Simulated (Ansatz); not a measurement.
# BeH2 (model cell, started as CdI2 type): phonons and vibrational spectra, part 2 of 2

Wanted: phonon frequencies of BeH2 (model cell, started as CdI2 type) and what follows from them.

Ansatz 0.2.0; DFT LDA, scalar-relativistic, plane waves, PAW.

So far. Step 4 (Relaxing to small forces for the phonons): The largest force component left is 0.51 meV/Å and the pressure is -0.001 GPa, within the tolerances set. The cell now holds 5.92 Å³/atom. Step 5 (Zone-centre response): Before it was imposed, the acoustic sum rule was missed by 2.7e-4 eV/Å² and the charge sum rule by 2.2e-4 e. Small misses are needed for a sound result but don't prove that mesh and cutoff are converged. The relaxed cell has a = 2.289, c = 3.917 Å (conventional setting).

The structure was built from a prototype and need not be the compound's stable phase.

**6. Response at finite wavevector (continued)**

Tetrahedra on a 36×36×16 mesh, mean over bins of 20 cm-1. Interpolated from a 6×6×4 q mesh. Table of phonon density of states by wavenumber; read off at these points:

wavenumber (cm⁻¹), phonon density of states (1/cm⁻¹/cell) and a bar:
```
       10     0.0000 
       50     0.0003 
       90     0.0010 #
      130     0.0019 ##
      170     0.0031 ###
      210     0.0040 ####
      250     0.0057 ######
      290     0.0091 ##########
      330     0.0149 ################
      370     0.0045 #####
      390     0.0040 ####
      430     0.0036 ####
      470     0.0034 ####
      510     0.0032 ###
      550     0.0028 ###
      590     0.0024 ###
      630     0.0068 #######
      670     0.0060 ######
      710     0.0006 #
      750     0.0000 
      790     0.0007 #
      830     0.0010 #
      870     0.0012 #
      910     0.0015 ##
      950     0.0020 ##
      990     0.0027 ###
     1030     0.0042 ####
     1070     0.0149 ################
     1090     0.0165 ##################
     1110     0.0169 ##################
     1130     0.0149 ################
     1170     0.0057 ######
     1190     0.0161 #################
     1210     0.0152 ################
     1250     0.0111 ############
     1290     0.0150 ################
     1310     0.0178 ###################
     1330     0.0154 #################
     1350     0.0278 ##############################
     1370     0.0181 ####################
     1410     0.0113 ############
     1450     0.0052 ######
```

The partial phonon density of states has structure finer than the step of the table below, so its rows give means over 50 cm⁻¹, whole bins alone (the curve runs from -10 to 1507 cm⁻¹). Peaks (cm⁻¹: height): Be 323.9: 0.015, 648.2: 0.00725; H 1115.7: 0.0161, 1201.5: 0.0163, 1354.2: 0.0237, 1420.9: 0.0130.

Phonopy on the run's constants, 21x21x15 mesh, Gaussian sigma 10.8 cm-1. Interpolated from a 6×6×4 q mesh. Table of partial phonon density of states by wavenumber; means over each step; values in 1/cm⁻¹/cell:

```csv
wavenumber (cm⁻¹),Be,H
50,2.8e-4,6.1e-5
100,9.9e-4,2.1e-4
150,0.00210,4.1e-4
200,0.00340,5.2e-4
250,0.00519,5.2e-4
300,0.0114,6.0e-4
350,0.00752,3.1e-4
400,0.00354,1.9e-4
450,0.00331,1.8e-4
500,0.00314,1.7e-4
550,0.00267,1.7e-4
600,0.00317,2.0e-4
650,0.00647,2.9e-4
700,0.00284,1.4e-4
750,3.0e-5,7.7e-5
800,1.0e-4,6.1e-4
850,1.1e-4,9.5e-4
900,1.1e-4,0.00134
950,1.1e-4,0.00190
1000,1.2e-4,0.00294
1050,2.8e-4,0.00801
1100,9.5e-4,0.0153
1150,3.7e-4,0.00801
1200,4.5e-4,0.0133
1250,2.7e-4,0.0111
1300,3.3e-4,0.0151
1350,5.4e-4,0.0202
1400,2.1e-4,0.0113
1450,1.2e-5,0.00577
```

Harmonic thermodynamic functions per atom, from the density of states. Interpolated from a 6×6×4 q mesh. Thermodynamic functions, by row:

```csv
T (K),F_vib (meV/atom),S (J/mol-atom/K),C_V (J/mol-atom/K)
0,177,0,0
50,177,0.115,0.325
100,176.8,0.728,1.732
200,174.9,2.903,4.81
300,170.7,5.419,7.863
400,163.6,8.121,11.05
500,153.8,10.9,13.87
600,141.1,13.63,16.11
700,125.6,16.25,17.84
800,107.4,18.73,19.15
900,86.81,21.04,20.16
1000,63.86,23.21,20.94
```

Harmonic mean-square displacement, third of the trace. Interpolated from a 6×6×4 q mesh. Mean square displacements, by row:

```csv
T (K),Be1 U_eq (Å²),H2 U_eq (Å²),H3 U_eq (Å²)
0,0.00551,0.01558,0.01558
100,0.0065,0.01648,0.01648
300,0.0118,0.0203,0.0203
600,0.02156,0.0281,0.0281
```

Symmetry leaves 24 wavevectors to solve. The lowest mode among them, the acoustic zeros apart, lies at q = (0, 0, 0.25) and is real, 48.2 cm⁻¹.

**7. The same by displaced supercells**

Finite displacements in a 2×2×2 supercell give force constants from forces alone. They are exact at the wavevectors that the supercell holds, where they check the linear-response result.

input.yaml

```yaml
crystal:
  lattice:
    - [2.2886762277, 0.0, 0.0]
    - [-1.1443381138, 1.9820517542, 0.0]
    - [0.0, 0.0, 3.9169799331]
  atoms:
    - { symbol: Be, position: [0.0, 0.0, 0.0] }
    - { symbol: H, position: [0.3333333333, 0.6666666667, 0.224529252] }
    - { symbol: H, position: [0.6666666667, 0.3333333333, 0.775470748] }
kpoints:
  mp_grid: { grid: [12, 12, 8] }
hamiltonian:
  xc: lda
scf:
  occupations: { method: fixed }
output:
  eigenvalues: true
phonons:
  method: fd
  supercell: [2, 2, 2]
  temperatures: { t_max: 1000, t_step: 50 }
  qpath:
    path:
      - [[0.0, 0.0, 0.0], [0.5, 0.0, 0.0], [0.33333333, 0.33333333, 0.0], [0.0, 0.0, 0.0], [0.0, 0.0, 0.5], [0.5, 0.0, 0.5], [0.33333333, 0.33333333, 0.5], [0.0, 0.0, 0.5]]
      - [[0.5, 0.0, 0.5], [0.5, 0.0, 0.0]]
      - [[0.33333333, 0.33333333, 0.5], [0.33333333, 0.33333333, 0.0]]
    npoints: 10
  non_analytic_term:
    high_frequency_dielectric_tensor: [[6.9177, 0.0, 0.0], [0.0, 6.9177, 0.0], [0.0, 0.0, 3.8136]]
    born_effective_charges:
      - { species: Be, tensor: [[2.2202, 0.0, 0.0], [0.0, 2.2202, 0.0], [0.0, 0.0, 0.5981]] }
      - { species: H, tensor: [[-1.1101, 0.0, 0.0], [0.0, -1.1101, 0.0], [0.0, 0.0, -0.299]] }
      - { species: H, tensor: [[-1.1101, 0.0, 0.0], [0.0, -1.1101, 0.0], [0.0, 0.0, -0.299]] }
    source: "zone-centre run at this cell"
```

Command:

```
ansatz run input.yaml --threads 8 --pin off --max-ram 14336MiB --backend cpu --events-out ev --progress --plain --runs-dir out
```

Run time: 6.8 s. Hardware: 8 threads of Arm Neoverse V1, shared host; peak memory 0.67 GiB.

Numbers from this step:

```yaml
atoms_in_the_supercell: 24
sum_rule_residual_before_enforcement: 0.001095 eV/Å²
highest_frequency_on_the_path_or_at_a_solved_wavevector: 1432 cm⁻¹
lowest_optical_zone_centre_mode: 765.2 cm⁻¹
```

At Γ the two methods differ by at most 0.0 cm⁻¹.

**8. Results**

| Item | Value |
| --- | --- |
| space group after relaxation (within 0.01 Å) | P-3m1 |
| volume per atom | 5.92 Å³ |
| gap on the k-mesh | 3.59 eV |
| highest optical mode at the zone centre (no LO-TO term) | 1383 cm⁻¹ |
| top of the zone-centre spectrum with the field | 1383 cm⁻¹ |
| lowest optical zone-centre mode | 765 cm⁻¹ |
| mean high-frequency dielectric constant | 5.88 |
| mean static dielectric constant | 15.4 |
| largest Born charge (third of the trace) | 1.68 e |
| lowest mode on the q mesh (acoustic modes at Γ apart) | 48.2 cm⁻¹ |
| highest frequency on the path or at a solved wavevector | 1453 cm⁻¹ |
| zero-point energy per atom | 177 meV |
| heat capacity at 300 K | 7.86 J/(mol atoms K) |
| vibrational entropy at 300 K | 5.42 J/(mol atoms K) |
| Debye temperature (second moment) | 1932 K |
| imaginary modes on the 6×6×4 q mesh | none |

The structure is a minimum as far as tested: no mode is imaginary at the 24 irreducible wavevectors of the 6×6×4 mesh, and the softest away from the acoustic zeros lies at 48 cm⁻¹. Without the field, the optical modes at Γ span 765 to 1383 cm⁻¹. The highest mode in this list at Γ, 1382.7 cm⁻¹, is mostly motion of H (100 % of the kinetic energy). The macroscopic field leaves the top of the zone-centre spectrum where it is. Lattice motion raises the mean dielectric constant from 5.883 to 15.44. The strongest infrared line is at 765 cm⁻¹. On the path and the mesh, the widest gap between branches runs from 706 to 765 cm⁻¹. Finite displacements and linear response differ by 0.0 cm⁻¹ in the highest zone-centre mode. The program warns that the interpolation holds no quadrupole term, so branches close to Γ can be off in this crystal. The starting cell was built on a prototype and not taken from a measurement, so the phase need not exist. These are harmonic frequencies at zero temperature: anharmonic shifts, linewidths and thermal expansion are left out.

[Logs are printed without paths, hosts, clocks, repeated set-up lines and the standing remarks that a program may print on its own settings, such as how far it seeks lower states.]

[Hosts, paths, dates, database ids (printed as entryN), source tags and the programs' standing remarks are cut or masked in the printed files.]
